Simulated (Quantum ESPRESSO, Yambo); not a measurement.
Planning a run of Yambo 5.3.0 on MoS2 (P6_3/mmc). The input:

```
HF_and_locXC
gw0
dyson
ppa
em1d
rim_cut
RandQpts= 1000000
RandGvec= 1 RL
EXXRLvcs= 72 Ry
VXCRLvcs= 288 Ry
Chimod= "HARTREE"
% BndsRnXp
 1 | 118 |
%
NGsBlkXp= 7.5 Ry
% LongDrXp
 1 | 1 | 1 |
%
% GbndRnge
 1 | 118 |
%
DysSolver= "n"
ExtendOut
PPAPntXp= 27.21138 eV
% QPkrange
 1 | 1 | 25 | 28 |
 9 | 9 | 25 | 28 |
 13 | 13 | 25 | 28 |
%
```

The database entry behind the starting cell differs from later determinations by our own check (about 0.3 % long), so it need not match the best structure at ambient conditions.

```sh
OMP_NUM_THREADS=2 mpirun -n 2 yambo -F gw1.in -J gw1 -C gw1 > gw1.log
```

The stored states that it reads are on a 6×6×2 mesh. It takes space group P6_3/mmc (No. 194, hexagonal). Conventional cell: a = 3.169 Å, b = 3.169 Å, c = 12.324 Å, α = 90.00°, β = 90.00°, γ = 120.00°. Nearest to Mo lie 6 S at 2.41 Å. Nearest to S lie 3 Mo at 2.41 Å. Farther neighbours and most contacts between anions are not listed.

How long will it take on 2 MPI ranks of Intel Xeon Platinum 8259CL at 2.50GHz (Skylake/Cascade Lake), shared host, and how much memory?

It took 18 min; on shared hardware allow 8.8 min to 35 min. Peak host memory was 1.9 GiB.

The screening grows as filled bands × empty bands × pairs of k points, times the square of the screening basis for the matrix.

[Paths, hosts, dates, memory and timing lines, banners, echoed tables and standing remarks are left out of the program output.]

[Logs are printed without paths, hosts, clocks, repeated set-up lines and the standing remarks that a program may print on its own settings, such as how far it seeks lower states.]

[Runs of the session that timed out or met a known fault of the program may be left out.]

[Hosts, paths, dates, database ids (printed as entryN), source tags and the programs' standing remarks are cut or masked in the printed files.]
